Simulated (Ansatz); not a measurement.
**Formation energy and levels of the substitutional impurity Ca_Mg in MgO (Fm-3m)**

Wanted: the transition levels of a substitutional impurity in MgO (Fm-3m), from a cell of 54 host atoms with 1 Mg taken out and 1 Ca put in.

Method: place-levels on r2SCAN runs: charge-transition levels and formation energies with image-charge correction and potential alignment at the atomic sites; PAW set soft_1, in Ansatz 0.2.0.

**What experiment says.**

For MgO, rocksalt (bulk crystal), “Electronic structure of alkaline earth and post-transition metal oxides” (2009, arxiv:0908.1581) quotes earlier work: band gap (literature experimental gap) 7.83 eV [Literature value based on experiment; other listed experimental values range from 7.7 to …].

### Step 1. Starting point

The cell holds 54 atoms: 26 Mg, 27 O and 1 Ca. Its edges and angles: a = 8.925 Å, b = 8.925 Å, c = 8.925 Å, α = 60.0°, β = 60.0°, γ = 60.0°. It derives from MgO (space group Fm-3m). Nearest the centre at fractional (0.667, 0.667, 0.333): Ca51 at 0.00 Å, O28 at 2.10 Å, O44 at 2.10 Å, O32 at 2.10 Å, O34 at 2.10 Å, O46 at 2.10 Å, O50 at 2.10 Å, Mg9 at 2.98 Å.

Known beforehand: the electronic dielectric constant, 3.24, and the static one, 10.37, from a response run on this crystal (DFPT, PBEsol) at that run's own cell.

The cell's shortest repeat is 8.9 Å.

### Step 2. The runs of each charge state

Levels follow from differences of total energies between charge states, each relaxed by itself.

Each atom starts 0.05 Å or so off its site in a random direction: a symmetric start keeps its symmetry, and would miss off-centre moves and Jahn–Teller distortions. Forces are taken at one point at (¼, ¼, ¼). The cell holds 1 electron more than the neutral one, with a uniform background that keeps it neutral on the whole. The electron count is odd, so at least one spin is unpaired; this run locks the moment at 1 μB.

The sampling was tested on the host first: at the k-points planned (1x1x1 shifted 0.25 0.25 0.25) its energy lies 0.020 eV an atom from the dense-mesh value, under the bound of 0.02 eV set for this test; that bounds the host's error, not the defect's.

One of the inputs; charge, spin and start change from state to state.

qm1_M1.relax/input.yaml reads:

```yaml
crystal:
  lattice:
    - [0.0, 6.31124291, 6.31124291]
    - [6.31124291, 0.0, 6.31124291]
    - [6.31124291, 6.31124291, 0.0]
  atoms:
    - { symbol: Mg, position: [0.0, 0.0, 0.0] }
    - { symbol: O, position: [0.16666667, 0.16666667, 0.16666667] }
[... 6 atom lines left out ...]
    - { symbol: Mg, position: [0.0, 0.33333333, 0.33333333] }
[... 3 atom lines left out ...]
    - { symbol: Mg, position: [0.0, 0.66666667, 0.0] }
[... 1 atom line left out ...]
    - { symbol: Mg, position: [0.0, 0.66666667, 0.33333333] }
[... 5 atom lines left out ...]
    - { symbol: Mg, position: [0.33333333, 0.0, 0.33333333] }
[... 6 atom lines left out ...]
    - { symbol: O, position: [0.5, 0.5, 0.5] }
[... 1 atom line left out ...]
    - { symbol: O, position: [0.5, 0.5, 0.83333333] }
[... 1 atom line left out ...]
    - { symbol: O, position: [0.5, 0.83333333, 0.16666667] }
    - { symbol: Mg, position: [0.33333333, 0.66666667, 0.33333333] }
    - { symbol: O, position: [0.5, 0.83333333, 0.5] }
    - { symbol: Mg, position: [0.33333333, 0.66666667, 0.66666667] }
[... 1 atom line left out ...]
    - { symbol: Mg, position: [0.66666667, 0.0, 0.0] }
[... 1 atom line left out ...]
    - { symbol: Mg, position: [0.66666667, 0.0, 0.33333333] }
[... 4 atom lines left out ...]
    - { symbol: O, position: [0.83333333, 0.5, 0.16666667] }
    - { symbol: Mg, position: [0.66666667, 0.33333333, 0.33333333] }
    - { symbol: O, position: [0.83333333, 0.5, 0.5] }
    - { symbol: Mg, position: [0.66666667, 0.33333333, 0.66666667] }
[... 1 atom line left out ...]
    - { symbol: Mg, position: [0.66666667, 0.66666667, 0.0] }
    - { symbol: O, position: [0.83333333, 0.83333333, 0.16666667] }
    - { symbol: Ca, position: [0.66666667, 0.66666667, 0.33333333] }
[... 1 atom line left out ...]
    - { symbol: Mg, position: [0.66666667, 0.66666667, 0.66666667] }
    - { symbol: O, position: [0.83333333, 0.83333333, 0.83333333] }
  host:
    repeats: [3, 3, 3]
    atoms:
      - { symbol: Mg, position: [0.0, 0.0, 0.0] }
      - { symbol: O, position: [0.5, 0.5, 0.5] }
total_charge: -1
basis:
  ecutwfc: 500
  xc_grid: 2
hamiltonian:
  xc: r2scan
  pseudopotentials: { kind: paw, azcp: { folder: soft_1 } }
kpoints:
  mp_grid: { grid: [1, 1, 1], shift: [0.25, 0.25, 0.25] }
magnetization:
  spin_polarized: true
  initial_magnetization: 1
  spin_locking: { lock_magnetization: hard }
scf:
  occupations: { method: fixed }
  max_iter: 100
output:
  forces: true
  charged_corrections:
    epsilon: 3.24
    static_epsilon: 10.37
    defect_position: [0.666667, 0.666667, 0.333333]
relax:
  f_tol: 0.02
  max_steps: 80
  random_displacement: { amplitude: 0.05, seed: 1635 }
checkpoint:
  write: "../qm1_M1.relax.run"
  compress: false
  write_wavefunctions: true
  write_every: 100000
```

Launch:

```bash
> ansatz run input.yaml --threads 4 --pin off --max-ram 7536MiB --backend cpu --events-out ev --progress --plain --runs-dir out
```

Defect states can disperse in a cell of this size, so the energy is taken again at a 2×2×2 shifted mesh, on the relaxed structure.

The run of this state that the levels use, under r2SCAN:

qm1_M1.point/input.yaml reads:

```yaml
crystal:
  checkpoint: "../qm1_M1.relax.run"
  host: checkpoint
total_charge: -1
basis:
  ecutwfc: 500
  xc_grid: 2
hamiltonian:
  xc: r2scan
  pseudopotentials: { kind: paw, azcp: { folder: soft_1 } }
kpoints:
  mp_grid: { grid: [2, 2, 2], shift: [0.5, 0.5, 0.5] }
magnetization:
  spin_polarized: true
  initial_magnetization: 1
  spin_locking: { lock_magnetization: hard }
scf:
  occupations: { method: fermi_dirac, width: 0.01 }
  max_iter: 100
output:
  forces: true
  eigenvalues: true
  charged_corrections:
    epsilon: 3.24
    static_epsilon: 10.37
    defect_position: [0.666667, 0.666667, 0.333333]
  eigenstates: { localisation: true }
  populations: true
  efg: {}
  band_densities: [{ bands: [v1, v1] }, { bands: [c1, c1] }]
  write_density: true
  write_potential: true
  volumetric_format: npy
checkpoint:
  read: "../qm1_M1.relax.run"
  write: "../qm1_M1.point.run"
  compress: false
  write_wavefunctions: false
  write_every: 100000
```

Relaxations under r2SCAN at one point at (¼, ¼, ¼); times on 4 threads of Arm Neoverse V1, shared host:

| charge | moment (μB) | occupations | outcome | steps | largest displacement against the far atoms (Å) | time |
| --- | --- | --- | --- | --- | --- | --- |
| −1 | 1 | fixed | converged | 4 | 0.10 | 2.1 min |
| 0 | 0 | fixed | converged | 4 | 0.10 | 56 s |
| +1 | 1 | fixed | converged | 6 | 0.11 | 3.5 min |

Single points under r2SCAN at a 2×2×2 shifted mesh; times on 4 threads of Arm Neoverse V1, shared host:

| charge | moment (μB) | occupations | outcome | time |
| --- | --- | --- | --- | --- |
| −1 | 1 | fermi-dirac | converged | 2.5 min |
| 0 | 0 | fermi-dirac | converged | 65 s |
| +1 | 1 | fermi-dirac | converged | 3.7 min |

Distances (Å) from Ca51 to the nearest atoms after relaxation with r2SCAN:

| charge | moment (μB) | 1. | 2. | 3. | 4. | 5. | 6. |
| --- | --- | --- | --- | --- | --- | --- | --- |
| −1 | 1 | O 2.21 | O 2.21 | O 2.21 | O 2.21 | O 2.21 | O 2.21 |
| 0 | 0 | O 2.21 | O 2.21 | O 2.21 | O 2.21 | O 2.21 | O 2.21 |
| +1 | 1 | O 2.21 | O 2.21 | O 2.21 | O 2.21 | O 2.21 | O 2.21 |

### Step 3. place-levels, r2SCAN

A charged cell interacts with its images and the background, and its potential has another zero than the host's. place-levels removes the first by a point-charge model, screened by the static dielectric constant since the ions have relaxed around the charge, and the second by comparing potentials at atoms far from the defect.

The host is a run of the defect-free crystal in the same cutoffs, grids and k-points, so that basis and sampling errors cancel in part in the differences. The host is run in a cell of 2 atoms on a matching mesh. Its band edges are searched through the zone by a band path, so the gap is smaller than, or equal to, that on the mesh. Chemical potentials are energies per atom of Mg (hcp) and Ca (fcc), run with the same functional and cutoff.

levels.point.yaml reads:

```yaml
host:
  run: host.point.run
states: [qm1_M1.point.run, q0.point.run, qp1_M1.point.run]
geometry_from:
  qm1_M1.point.run: qm1_M1.relax.run
  q0.point.run: q0.relax.run
  qp1_M1.point.run: qp1_M1.relax.run
chemical_potentials:
  Mg:
    energy: -1926.407918
    dataset: "<sha256 of the dataset>"
  Ca:
    energy: -1821.671293
    dataset: <sha256 of the dataset>
epsilon: 3.24
static_epsilon: 10.37
vertical:
  - { from: qm1_M1.point.run, to: qm1_M1.point_neutral.run }
  - { from: qp1_M1.point.run, to: qp1_M1.point_neutral.run }
```

Launch:

```bash
> ansatz place-levels levels.point.yaml -- --threads 4 --pin off --max-ram 7536MiB
```

Numbers of over 12 decimals in the logs are rounded to 6 here.

What it wrote:

```text
[... repeated set-up lines and file paths are left out, and long positions are rounded to six places ...]
(+1/0) 0.000 eV above the valence edge (-0.257 eV without the band-filling correction), 5.678 eV under the conduction edge
(0/-1) 5.719 eV above the valence edge (+7.008 eV without the band-filling correction), in the conduction band
formation energy of charge +1: +0.638 eV with the Fermi level at the valence edge
formation energy of charge 0: +0.638 eV with the Fermi level at the valence edge
formation energy of charge -1: +6.357 eV with the Fermi level at the valence edge
vertical -1 to 0: no energy, since no alignment is typed
  the change from vertical[0].from (qm1_M1.point.run) to vertical[0].to (qm1_M1.point_neutral.run): by its potential at epsilon 3.24 it is spread over the cell along a vector, with an rms radius of about 6.1 Å (3.5 3.5 3.5 Å across the planes of the cell's [...]
vertical +1 to 0: no energy, since no alignment is typed
  the change from vertical[1].from (qp1_M1.point.run) to vertical[1].to (qp1_M1.point_neutral.run): by its potential at epsilon 3.24 it stands at 0.656 0.665 0.338, with an rms radius of about 4.8 Å (2.9 2.6 2.9 Å across the planes of the cell's vectors); [...]
  edges by r2scan, gap 5.678 eV; the host is sampled to repeats of 17.85 Å
  the defect's cells are sampled to repeats of 17.85 Å, like sampling
  charge +1: -67356.7628 eV with its correction of +0.330 eV, at epsilon 10.37, aligned at sites: +0.0780 eV, mean over 21 atomic sites at or beyond 4.46 Å from the defect at [0.6667, 0.6667, 0.3333], with +0.000000 for the charge's moments and without [...]
  states[2] (qp1_M1.point.run): levels filled in part (TS 0.010 eV): its energy is of no whole electron's
  charge 0: +0.000 eV for its dipole among its images, +0.000 omitted
  charge -1: -67334.6422 eV with its correction of -0.043 eV, at epsilon 10.37, aligned at sites: +0.2948 eV, mean over 21 atomic sites at or beyond 4.46 Å from the defect at [0.6667, 0.6667, 0.3333], with +0.000000 for the charge's moments and without [...]
  of states[2] (qp1_M1.point.run): it parts from the run at its places by a charge that spreads by about 2.9 Å along one vector (1.3 Å or more is wide), by its potential at epsilon 3.24, taken for that of held ions (one typed too small widens it), where the [...]
  of states[1] (q0.point.run): its alignment with the host at atomic sites is doubtful: the cell is too small to show whether the defect's potential has decayed: take a larger one
  of states[0] (qm1_M1.point.run): it parts from the run at its places by a charge that spreads by about 3.5 Å along one vector (1.3 Å or more is wide), by its potential at epsilon 3.24, taken for that of held ions (one typed too small widens it), where the [...]
  of vertical[0].from (qm1_M1.point.run): its moments are held at its close (magnetization.spin_locking), by a field of 0.421 eV a Bohr magneton, and its energy and levels are of the state that this holds: a run that lets them go can end lower; [...]
  vertical[1].from (qp1_M1.point.run): levels filled in part (TS 0.010 eV): its energy is of no whole electron's
  of vertical[1].from (qp1_M1.point.run): its moments are held at its close (magnetization.spin_locking), by a field of 0.037 eV a Bohr magneton, and its energy and levels are of the state that this holds: a run that lets them go can end lower; [...]
```

Wall time 0.4 s (4 threads of Arm Neoverse V1, shared host).

Levels between the charges placed, in eV above the valence top:

|  | gap (eV) | (+1/0) | (0/−1) |
| --- | --- | --- | --- |
| r2SCAN | 5.68 | 0.00 | 5.72 |

Corrections by state:

| charge | moment (μB) | image terms and alignment (eV) | band filling (eV) | ε used | over the lowest of its charge, as the program ranks them, band filling apart (eV) |
| --- | --- | --- | --- | --- | --- |
| +1 | 1.0 | 0.330 | -0.257 | 10.37 | 0.000 |
| 0 | 0.0 | 0.000 | - | - | 0.000 |
| −1 | 1.0 | -0.043 | -1.289 | 10.37 | 0.000 |

The charged structures listed were also run neutral, and place-levels reads from each pair, by the potential or the spins, how wide the charge is by which they differ; that can be the carrier of either run.

| charge | rms radius (Å) | spread where it is widest against the cell (Å) | wide from (Å) | reading |
| --- | --- | --- | --- | --- |
| +1 | 4.8 | 2.88 | 1.26 | wide |
| −1 | 6.1 | 3.52 | 1.26 | wide |

The neutral runs of these pairs need not share the spin of the lowest neutral state, and very wide values only mean spread over the cell.

From the program's caveats on the states, each cut to its opening words:

- charge +1 (1 μB): it parts from the run at its places by a charge that spreads by about 2.9 Å along one vector (1.3 Å or more is wide), by its potential at epsilon 3.24, taken [...]
- charge +1 (1 μB): a band-filling correction moves a carrier to the host's band edge, which changes its energy by -0.257 eV
- charge +1 (1 μB), 0, −1 (1 μB): its alignment with the host at atomic sites is doubtful: the cell is too small to show whether the defect's potential has decayed: take a larger one
- charge +1 (1 μB): its moments are held at its close (magnetization.spin_locking), by a field of 0.037 eV a Bohr magneton, and its energy and levels are of the state that this [...]
- charge +1 (1 μB), −1 (1 μB): flagged: stability check not made
- charge −1 (1 μB): it parts from the run at its places by a charge that spreads by about 3.5 Å along one vector (1.3 Å or more is wide), by its potential at epsilon 3.24, taken [...]
- charge −1 (1 μB): a band-filling correction moves a carrier to the host's band edge, which changes its energy by -1.289 eV
- charge −1 (1 μB): its moments are held at its close (magnetization.spin_locking), by a field of 0.421 eV a Bohr magneton, and its energy and levels are of the state that this [...]

Formation energies (eV), elemental references (Δμ(Mg) = 0.00 eV, Δμ(Ca) = 0.00 eV):

| charge | Fermi level at the valence top | at the conduction bottom |
| --- | --- | --- |
| +1 | 0.64 | 6.32 |
| 0 | 0.64 | 0.64 |
| −1 | 6.36 | 0.68 |

### Step 4. The same at the relaxations' own k-points

The relaxations' own energies give the levels at their sampling, for comparison.

levels.relax_mesh.yaml reads:

```yaml
host:
  run: host.relax.run
states: [qm1_M1.relax.run, q0.relax.run, qp1_M1.relax.run]
chemical_potentials:
  Mg:
    energy: -1926.407918
    dataset: "<sha256 of the dataset>"
  Ca:
    energy: -1821.671293
    dataset: <sha256 of the dataset>
```

Launch:

```bash
> ansatz place-levels levels.relax_mesh.yaml -- --threads 4 --pin off --max-ram 7536MiB
```

What it wrote:

```text
(+1/0) 0.008 eV beneath the valence edge (-0.155 eV without the band-filling correction), in the valence band
[...]
formation energy of charge +1: +0.598 eV with the Fermi level at the valence edge
formation energy of charge 0: +0.590 eV with the Fermi level at the valence edge
formation energy of charge -1: +6.293 eV with the Fermi level at the valence edge
  edges by r2scan, gap 5.659 eV; the host is sampled to repeats of 8.93 Å
[... the lines on each state left out ...]
```

It took 0.13 s on 4 threads.

Levels between neighbouring charges, in eV above the valence top:

|  | gap (eV) | (+1/0) | (0/−1) |
| --- | --- | --- | --- |
| one point at (¼, ¼, ¼) | 5.66 | -0.01 | 5.70 |
| a 2×2×2 shifted mesh | 5.68 | 0.00 | 5.72 |

Going from one point at (¼, ¼, ¼) to a 2×2×2 shifted mesh moves formation energies against the elements by up to 0.06 eV; band-filling terms, which differ between samplings, are in these energies.

### Step 5. Outcome

- gap of the host: 5.68 eV (r2SCAN)
- level (plus 1/0): 0.00 eV above the valence top (-0.26 eV above the valence top without the band-filling term)
- level (0/minus 1): 5.72 eV above the valence top, past the conduction bottom (7.01 eV above the valence top without the band-filling term)
- lowest of the charges placed, just above the valence top (0.02 eV): 0
- lowest of the charges placed, just below the conduction bottom (0.02 eV): 0
- lowest formation energy at mid-gap of the charges run, elemental references: 0.64 eV

Of the charges placed (−1, 0 and +1), 0 is the lowest from 0.02 eV above the valence top to 0.02 eV below the conduction bottom, a gap of 5.68 eV. States placed: +1 at 1 μB; 0 at 0 μB; −1 at 1 μB. Other spin states or structures, where not listed, weren't placed. The program finds carriers beyond a band edge of the host and adds a band-filling term at charge −1 (-1.29 eV) and +1 (-0.26 eV); steps to such a charge show no bound level, and a defect level inside a band would be read the same way. Ca is taken at its element; compounds, which aren't counted here, bound the chemical potentials and would shift these formation energies. Going from one point at (¼, ¼, ¼) to a 2×2×2 shifted mesh moves formation energies against the elements by up to 0.06 eV; band-filling terms, which differ between samplings, are in these energies. The program doubts the alignment of potentials for at least one state, a sign that the cell is small. What this leaves open: the images are only 8.9 Å apart; r2SCAN makes the gap too small and tends to spread out bound carriers; where a gas molecule sets a chemical potential or the host's formation energy, its binding is uncorrected.

Calculation against experiment:

| quantity | measured | r2SCAN |
| --- | --- | --- |
| band gap (least gap of the host) (eV) | 7.83 | 5.68 (-2.15 eV) |

Measured values from arxiv:0908.1581 (2009).

**Verdict.** The band gap is off by -2.15 eV: a clear miss. Local and semilocal functionals usually give gaps below the measured ones. Zero-point and thermal motion shift the measured gap.

[Logs are printed without paths, hosts, clocks, repeated set-up lines and the standing remarks that a program may print on its own settings, such as how far it seeks lower states.]

[Hosts, paths, dates, database ids (printed as entryN), source tags and the programs' standing remarks are cut or masked in the printed files.]

[Where a table of states has a column of steps, it counts the stored structures, which are thinned; the runs took as many ionic steps or more.]

[A defect's name tells the site on which it was built; relaxed atoms can leave that site.]

[For some hosts the program warned that the k-mesh of the response run may be too coarse for force constants and the static dielectric constant; such warnings are not shown here.]
